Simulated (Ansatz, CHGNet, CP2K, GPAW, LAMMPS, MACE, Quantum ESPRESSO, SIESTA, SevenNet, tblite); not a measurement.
**Other levels on amorphous Si (114 atoms)**

Density of this cell: 2.27 g/cm³. The cell holds 114 atoms: 114 Si. Cell: a = 13.280 Å, b = 13.280 Å, c = 13.280 Å, α = 90.0°, β = 90.0°, γ = 90.0°. 114 atoms (114 Si) placed at random at 2.27 g/cm³, melted at 3500 K for 10 ps at fixed volume with the Tersoff potential (Tersoff, Phys. Rev. B 39, 5566 (1989)). Quenched from 3500 K to 700 K at 10 K/ps and fixed volume, annealed at 1200 K for 20 ps, held 5 ps.

Geometry: as built.

The reference, a calculation:

```
method                 : Kohn-Sham DFT, PBE, SSSP efficiency 1.3.0 pseudopotentials, plane waves (Quantum ESPRESSO 7.5); sssp-pbe-1.3.0-efficiency, cutoffs 45/360 Ry, Γ point
r.m.s. force component : 0.8128 eV/Å
longest force          : 3.968 eV/Å
pressure               : 0.7543 GPa
time                   : 4.5 min on 4 MPI ranks of Arm Neoverse V2, shared host
CPU time               : 18 min
```

Runs, in no order:
A. CP2K PBE, DZVP-UZH, 350/50 Ry, diagonalisation: Kohn-Sham DFT, PBE, GTH-PBE pseudopotentials, Gaussian and plane waves, DZVP-MOLOPT (UZH set), diagonalisation
B. CP2K PBE, TZVP-UZH, 350/50 Ry, diagonalisation: Kohn-Sham DFT, PBE, GTH-PBE pseudopotentials, Gaussian and plane waves, TZVP-MOLOPT (UZH set), diagonalisation
C. MACE MPA-0 medium potential: machine-learned interatomic potential MACE MPA-0 medium, trained on PBE(+U) plane-wave data
D. SIESTA PBE, SZ, shift 0.01 Ry, mesh 300 Ry: Kohn-Sham DFT, PBE, PseudoDojo 0.4.1 norm-conserving pseudopotentials (converted to PSML), numerical atomic orbitals (SZ), diagonalisation
E. tblite GFN1-xTB: GFN1-xTB tight binding, diagonalisation

Q: Order them from the smallest to the largest r.m.s. force difference.

B, A, C, E, D.

```
                                              run  Δ force, r.m.s. (meV/Å)  share of r.m.s. force (%)  CPU time
B. CP2K PBE, TZVP-UZH, 350/50 Ry, diagonalisation                     24.9                       3.07    11 min
A. CP2K PBE, DZVP-UZH, 350/50 Ry, diagonalisation                     37.1                       4.56   9.6 min
                   C. MACE MPA-0 medium potential                      186                       22.9     7.5 s
                               E. tblite GFN1-xTB                      309                       38.0     8.8 s
    D. SIESTA PBE, SZ, shift 0.01 Ry, mesh 300 Ry                      457                       56.2     2 min
```

Periodic xTB results under one method name differ between programs and library versions. Machine-learned potentials mimic data converged in k, so the reference's own k-point error enters their differences. The network of bonds at the start is that of the classical potential that made the cell, and needn't be the one that DFT or experiment would give. The electronic-structure runs sample only Γ, in a cell whose shortest periodic width is 13 Å, which is coarse for a cell with partly filled levels.

[Logs are printed without paths, hosts, clocks, repeated set-up lines and the standing remarks that a program may print on its own settings, such as how far it seeks lower states.]

[Hosts, paths, dates, database ids (printed as entryN), source tags and the programs' standing remarks are cut or masked in the printed files.]
